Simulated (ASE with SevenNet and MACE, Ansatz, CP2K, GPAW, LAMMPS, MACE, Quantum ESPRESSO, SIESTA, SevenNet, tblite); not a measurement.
**Liquid Ge at 2600 K (66 atoms) in machine-learned potentials**

How do the settings of machine-learned potentials change the result for liquid Ge at 2600 K (66 atoms)? A plane-wave run serves as the yardstick.

Method: the method is named at each step, in ASE with SevenNet and MACE.

## 1. Starting point

The cell holds 66 atoms: 66 Ge. Its edges and angles: a = 11.473 Å, b = 11.473 Å, c = 11.473 Å, α = 90.0°, β = 90.0°, γ = 90.0°. 66 atoms (66 Ge) placed at random at 5.27 g/cm³, melted at 3500 K for 10 ps at fixed volume with the Tersoff potential (Tersoff, Phys. Rev. B 39, 5566 (1989)). Snapshot at the end of a hold of 5 ps at 2600 K and fixed volume.

The yardstick, on the same geometry:

```
method                 : Kohn-Sham DFT, PBE, SSSP efficiency 1.3.0 pseudopotentials, plane waves (Quantum ESPRESSO 7.5); sssp-pbe-1.3.0-efficiency, cutoffs 45/360 Ry, Γ point
r.m.s. force component : 0.8985 eV/Å
longest force          : 3.647 eV/Å
pressure               : 4.464 GPa
time                   : 4.2 min on 4 MPI ranks of Arm Neoverse V1, shared host
CPU time               : 17 min
```

## 2. SevenNet l3i5 potential

Method: machine-learned interatomic potential SevenNet l3i5, trained on PBE(+U) plane-wave data.

File run.py:

```python
import numpy as np
from ase.io import read
import mlip  # loads the published weights by name

atoms = read("structure.xyz")
atoms.calc = mlip.calc("7net-l3i5")
energy = atoms.get_potential_energy()
forces = atoms.get_forces()
print(f"energy {energy:.6f} eV")
print("forces (eV/A)")
for i, (a, f) in enumerate(zip(atoms, forces)):
    print(f"{i:4d} {a.symbol:2s} {f[0]:10.5f} {f[1]:10.5f} {f[2]:10.5f}")
stress = -atoms.get_stress(voigt=False) * 160.21766
print("stress (GPa, compression positive)")
for row in stress:
    print(" ".join(f"{x:10.4f}" for x in row))
```

File structure.xyz:

```xyz
66
Lattice="11.47290 0.00000 0.00000 0.00000 11.47290 0.00000 0.00000 0.00000 11.47290" Properties=species:S:1:pos:R:3 pbc="T T T"
Ge 0.44297 8.53354 11.40624
Ge 3.05420 0.62952 5.06207
Ge 1.34841 6.84680 1.32994
Ge 7.21014 7.37111 5.58420
Ge 0.16842 4.64939 1.50708
Ge 8.57003 2.10826 0.97829
Ge 5.98885 5.29210 1.07593
Ge 3.57909 4.12038 4.01356
Ge 5.18655 6.50640 7.59655
Ge 1.17781 3.60272 4.78844
Ge 1.73218 5.69549 6.11838
Ge 5.20548 9.80726 7.47689
Ge 6.58051 9.73980 5.35693
Ge 4.53443 2.08290 3.18098
Ge 10.07022 11.26077 4.04856
Ge 0.38755 10.71248 1.41472
Ge 6.33694 1.76797 7.52129
Ge 4.13403 7.98743 3.94243
Ge 10.36978 7.64875 10.01951
Ge 5.83420 11.20914 9.45023
Ge 7.12708 5.32756 8.12924
Ge 3.96687 2.06352 7.15725
Ge 4.21996 4.30762 8.77298
Ge 6.92390 4.51780 4.56966
Ge 1.90255 9.09686 9.67636
Ge 4.33010 8.16813 9.33779
Ge 9.74669 3.04514 8.51094
Ge 6.90531 7.66711 1.28680
Ge 6.30551 3.90801 10.57560
Ge 7.75924 0.49574 5.65167
Ge 9.83319 9.58297 2.33634
Ge 1.10404 8.90951 7.37845
Ge 9.33860 11.06240 7.64015
Ge 1.97609 3.80292 9.71479
Ge 3.61178 6.05586 1.99032
Ge 8.48949 9.05453 9.04592
Ge 10.52822 3.96894 3.61385
Ge 9.18165 7.05962 1.70028
Ge 1.93433 1.56215 8.67214
Ge 1.69133 8.44991 3.50325
Ge 3.61305 1.95028 0.50148
Ge 9.61773 5.78991 11.41129
Ge 0.04991 4.46456 7.94556
Ge 3.10732 0.16659 10.11933
Ge 7.98216 3.87382 6.76740
Ge 10.79107 0.97015 9.18383
Ge 1.27177 2.81751 0.31000
Ge 3.82105 10.95628 1.59863
Ge 6.73425 2.09139 3.89987
Ge 11.40360 7.02428 4.73418
Ge 8.69852 3.75887 10.40741
Ge 5.86896 9.63506 2.69877
Ge 5.95042 1.59657 11.39511
Ge 11.14627 7.06822 7.66722
Ge 6.46578 9.02917 10.50103
Ge 10.77236 1.23058 0.28992
[... 6 atom lines left out ...]
Ge 8.84893 7.04987 7.37535
Ge 7.99845 10.97383 1.65738
Ge 9.19771 2.05950 3.46837
Ge 1.97862 10.98565 3.13692
```

The run is started by

```bash
OMP_NUM_THREADS=1 python run.py > output.txt
```

Output:

```text
energy -280.833099 eV
forces (eV/A)
   0 Ge    0.87052    1.35758    1.40287
   1 Ge    0.57339    0.15502    0.34814
   2 Ge    0.59409   -0.38645    1.15634
   3 Ge    0.68423    0.41391   -0.58737
   4 Ge   -0.58484    0.57719   -0.71409
   5 Ge   -0.57278   -0.22024   -0.10010
   6 Ge   -0.55678    0.50964    1.13490
   7 Ge   -0.52522    1.20632   -0.38994
   8 Ge   -1.53153    0.11504    0.27382
   9 Ge    0.50387   -0.23469    0.23186
  10 Ge   -0.50374   -0.09636    0.27016
  11 Ge   -0.11456   -0.29926    0.11517
  12 Ge   -0.28316    0.24807   -0.57357
  13 Ge   -1.44839   -1.30334   -0.92930
  14 Ge    0.04225   -0.10155    0.62938
  15 Ge   -0.91463   -0.09439   -1.17352
  16 Ge    0.83306   -0.36240    0.27803
  17 Ge    0.04352   -0.00962   -0.33301
  18 Ge   -1.61935   -0.48226   -1.04103
  19 Ge   -0.57430    1.17972    0.25992
  20 Ge   -0.11841    1.93878    3.42376
  21 Ge   -0.10572    0.66671   -0.11344
  22 Ge    0.60225   -0.28015   -0.20352
  23 Ge    0.68680   -0.13246   -0.79624
[...]
58 Ge   -1.01883   -0.08614   -0.13469
  59 Ge   -0.29352    0.27688   -0.37967
  60 Ge    0.34896    0.08314    1.49259
  61 Ge    0.45370    1.66876   -0.31392
  62 Ge   -1.67496    0.56999    0.49949
  63 Ge   -0.85924    0.57056   -0.31725
  64 Ge   -0.82488   -1.04452   -1.73766
  65 Ge   -0.20860   -0.54310    0.43997
stress (GPa, compression positive)
    3.7009    -0.1683     0.4483
   -0.1683     2.4044     1.0650
    0.4483     1.0650     3.1095
```

It took 10 s on 1 thread of Arm Neoverse V1, shared host; peak memory 0.97 GiB.

Banners, paths, timers and routine set-up lines are dropped from the logs unmarked, and long logs keep their key lines alone; longer cuts are marked.

Compared with the plane-wave run:

| Item | Value |
| --- | --- |
| r.m.s. force component | 0.8744 eV/Å |
| r.m.s. difference of force components | 236.2 meV/Å |
| longest difference of force vectors | 871.1 meV/Å |
| force difference over r.m.s. force | 26.29 % |
| slope of forces against the reference's | 0.939 |
| correlation of force components | 0.9649 |
| pressure | 3.072 GPa |
| pressure difference | -1.392 GPa |

A closer look about Ge61, which has 6 bonded neighbours where the commonest count for Ge is 4: 9 atoms, nearest first, numbered in the order of the input, with positions taken from that point.

```
atom      x      y      z  distance (Å)  bonds     Fx     Fy  Fz (eV/Å)
Ge61   0.00   0.00   0.00          0.00      6   0.35   0.08       1.49
Ge65  -0.69  -0.29  -2.29          2.41      5  -0.82  -1.04      -1.74
Ge45  -1.90   1.53   1.01          2.64      5   0.90  -2.85      -2.07
Ge37   0.64   1.62  -2.14          2.76      5   0.42   2.03       0.05
Ge62   2.58  -0.81   0.64          2.78      5   0.45   1.67      -0.31
Ge30  -2.13  -1.85  -0.11          2.82      6  -0.18  -0.42       0.48
Ge27  -0.14   0.70   2.75          2.84      5  -0.12  -0.66      -1.06
Ge15   0.18  -2.56  -1.71          3.08      4   0.04  -0.10       0.63
Ge10   2.77   1.26  -0.97          3.19      4   0.50  -0.23       0.23
```

Atoms are counted from 1 here, from 0 in the log.

Forces lie 26 % from the reference's, at 0.010 times its CPU time (on 1 against 4 cores).

## 3. SevenNet 0 potential

Method: machine-learned interatomic potential SevenNet 0, trained on PBE(+U) plane-wave data.

Changes to run.py since step 2:

```diff
@@ -5,3 +5,3 @@
 atoms = read("structure.xyz")
-atoms.calc = mlip.calc("7net-l3i5")
+atoms.calc = mlip.calc("7net-0")
 energy = atoms.get_potential_energy()
```

structure.xyz is that of step 2.

Output:

```text
energy -282.088379 eV
forces (eV/A)
   0 Ge    0.98265    1.47386    1.64167
   1 Ge    0.64983   -0.11740    0.25347
   2 Ge    0.55898   -0.51968    1.06286
   3 Ge    0.82300    0.40642   -0.51422
   4 Ge   -0.33066    0.66091   -0.59812
   5 Ge   -0.35304   -0.29712    0.05341
   6 Ge   -0.59419    0.73630    0.96710
   7 Ge   -0.45303    1.15320   -0.40378
   8 Ge   -1.66010    0.18689    0.12327
   9 Ge    0.35271   -0.16871    0.42993
  10 Ge   -0.45136   -0.08300    0.24609
  11 Ge   -0.18330   -0.30503   -0.04109
  12 Ge   -0.19610    0.22927   -0.58671
  13 Ge   -1.40035   -1.02438   -0.76370
  14 Ge   -0.07536   -0.03545    0.59257
  15 Ge   -1.06438   -0.04010   -1.26589
  16 Ge    0.71931   -0.33422    0.18313
  17 Ge   -0.07134   -0.06946   -0.43969
  18 Ge   -1.79395   -0.61877   -1.03241
  19 Ge   -0.49022    1.17553    0.23019
  20 Ge    0.00560    1.77667    3.28476
  21 Ge   -0.08172    0.59897   -0.02856
  22 Ge    0.50336   -0.25737   -0.13432
  23 Ge    0.75121   -0.23321   -0.50633
[...]
58 Ge   -0.93245   -0.15267    0.04030
  59 Ge   -0.23885    0.26298   -0.21597
  60 Ge    0.27879    0.03554    1.38385
  61 Ge    0.48351    1.49335   -0.48662
  62 Ge   -1.78134    0.53331    0.29842
  63 Ge   -0.84013    0.30598   -0.19456
  64 Ge   -0.71608   -1.18303   -1.80692
  65 Ge   -0.07773   -0.38232    0.62793
stress (GPa, compression positive)
    3.9013    -0.0332     0.2432
   -0.0332     2.3912     1.1638
    0.2432     1.1638     3.2001
```

It took 8.2 s on 1 thread; peak memory 0.7 GiB.

Against the reference:

```
r.m.s. force component                  : 0.8515 eV/Å
r.m.s. difference of force components   : 233.7 meV/Å
longest difference of force vectors     : 748.1 meV/Å
force difference over r.m.s. force      : 26.01 %
slope of forces against the reference's : 0.9152
correlation of force components         : 0.9658
pressure                                : 3.164 GPa
pressure difference                     : -1.3 GPa
```

Against the first run (26 %), the force difference from the reference is 26 %, at 0.81 times the CPU time.

## 4. MACE MPA-0 medium potential

Method: machine-learned interatomic potential MACE MPA-0 medium, trained on PBE(+U) plane-wave data.

Changes to run.py since step 3:

```diff
@@ -5,3 +5,3 @@
 atoms = read("structure.xyz")
-atoms.calc = mlip.calc("7net-0")
+atoms.calc = mlip.calc("mace-mpa-0-medium")
 energy = atoms.get_potential_energy()
```

structure.xyz is that of step 3.

Output:

```text
energy -276.190727 eV
forces (eV/A)
   0 Ge    1.01067    1.48224    1.50904
   1 Ge    0.53149   -0.03201    0.18732
   2 Ge    0.54284   -0.36350    1.15305
   3 Ge    0.76092    0.36523   -0.41761
   4 Ge   -0.51244    0.75811   -0.69403
   5 Ge   -0.49700   -0.20324   -0.01325
   6 Ge   -0.65772    0.72938    1.05759
   7 Ge   -0.40505    1.24512   -0.36232
   8 Ge   -1.73868    0.17773    0.39421
   9 Ge    0.46909   -0.29292    0.46923
  10 Ge   -0.12573    0.02829    0.29951
  11 Ge   -0.01566   -0.41252    0.01128
  12 Ge   -0.19001    0.18331   -0.60038
  13 Ge   -1.39461   -1.36424   -0.93989
  14 Ge   -0.11494   -0.02852    0.76456
  15 Ge   -1.16275   -0.20947   -1.17561
  16 Ge    0.98205   -0.22627    0.21050
  17 Ge    0.26054    0.02451   -0.39258
  18 Ge   -1.47478   -0.45581   -0.94696
  19 Ge   -0.64490    1.39416    0.32944
  20 Ge    0.14021    1.97361    3.14845
  21 Ge   -0.04593    0.64082   -0.06015
  22 Ge    0.44704   -0.20887   -0.19360
  23 Ge    0.79769   -0.25273   -0.69388
[...]
58 Ge   -1.11896   -0.07185    0.10841
  59 Ge   -0.21391    0.31443   -0.40375
  60 Ge    0.57082   -0.14275    1.56850
  61 Ge    0.31782    1.86617   -0.51320
  62 Ge   -1.74112    0.55504    0.27742
  63 Ge   -0.92383    0.42730   -0.33374
  64 Ge   -0.94782   -1.07169   -2.01729
  65 Ge   -0.29554   -0.62190    0.63150
stress (GPa, compression positive)
    4.4990    -0.0687     0.3286
   -0.0687     2.7187     1.3558
    0.3286     1.3558     3.8894
```

Wall time 8.4 s (1 thread); peak memory 0.79 GiB.

Numbers from this run, and their distance from the reference:

| Property | Result |
| --- | --- |
| r.m.s. force component | 0.8994 eV/Å |
| r.m.s. difference of force components | 206.8 meV/Å |
| longest difference of force vectors | 770.3 meV/Å |
| force difference over r.m.s. force | 23.02 % |
| slope of forces against the reference's | 0.9746 |
| correlation of force components | 0.9735 |
| pressure | 3.702 GPa |
| pressure difference | -0.7616 GPa |

Against the first run (26 %), the force difference from the reference is 23 %, at 0.83 times the CPU time.

## 5. All runs compared

Differences are against the plane-wave reference, forces as r.m.s. over components; share is that over the reference's r.m.s. force, slope the least-squares factor from reference forces to these. Total energies of different programs have different zeros and aren't compared.

```
                        run  Δ force, r.m.s. (meV/Å)  share (%)  slope  Δ pressure (GPa)  cores  CPU time  memory (GiB)
                  reference                        -          -      -                 -      4    17 min           4.6
    SevenNet l3i5 potential                      236       26.3  0.939             -1.39      1      10 s          0.97
       SevenNet 0 potential                      234       26.0  0.915             -1.30      1     8.2 s           0.7
MACE MPA-0 medium potential                      207       23.0  0.975            -0.762      1     8.4 s          0.79
```

Times of the machine-learned potentials are mostly Python's start and the loading of weights.

CPU time is summed over cores on a shared host, where runs went side by side, so it is rough. Symmetry, cutoffs, thresholds, outputs and thread counts weren't matched or tuned between programs; memory under MPI is the largest rank's times the ranks.

## 6. Results

| Quantity | Value |
| --- | --- |
| nearest in forces | MACE MPA-0 medium potential, 23 % |
| its CPU time | 8.4 s |

In words: Machine-learned potentials differ by 23 % (MACE MPA-0 medium potential) to 26 % (SevenNet l3i5 potential); they were trained on other programs' data. The reference's pressure holds the uncorrected Pulay stress of its 45 Ry basis, so small pressure differences, and their order, may be the reference's own error. The frame stands for 2600 K, but pressures are static and levels are smeared at 580 K, under the temperature of the frame, which matters where levels are partly filled. Machine-learned potentials mimic data converged in k, so the reference's own k-point error enters their differences. The network of bonds at the start is that of the classical potential that made the cell, and needn't be the one that DFT or experiment would give. The electronic-structure runs sample only Γ, in a cell whose shortest periodic width is 11 Å, which is coarse for a cell with partly filled levels.

[Also dropped from logs without a mark: logging warnings of Python, and SIESTA's first energy breakdown and zero terms.]

[Logs are printed without paths, hosts, clocks, repeated set-up lines and the standing remarks that a program may print on its own settings, such as how far it seeks lower states.]

[Hosts, paths, dates, database ids (printed as entryN), source tags and the programs' standing remarks are cut or masked in the printed files.]
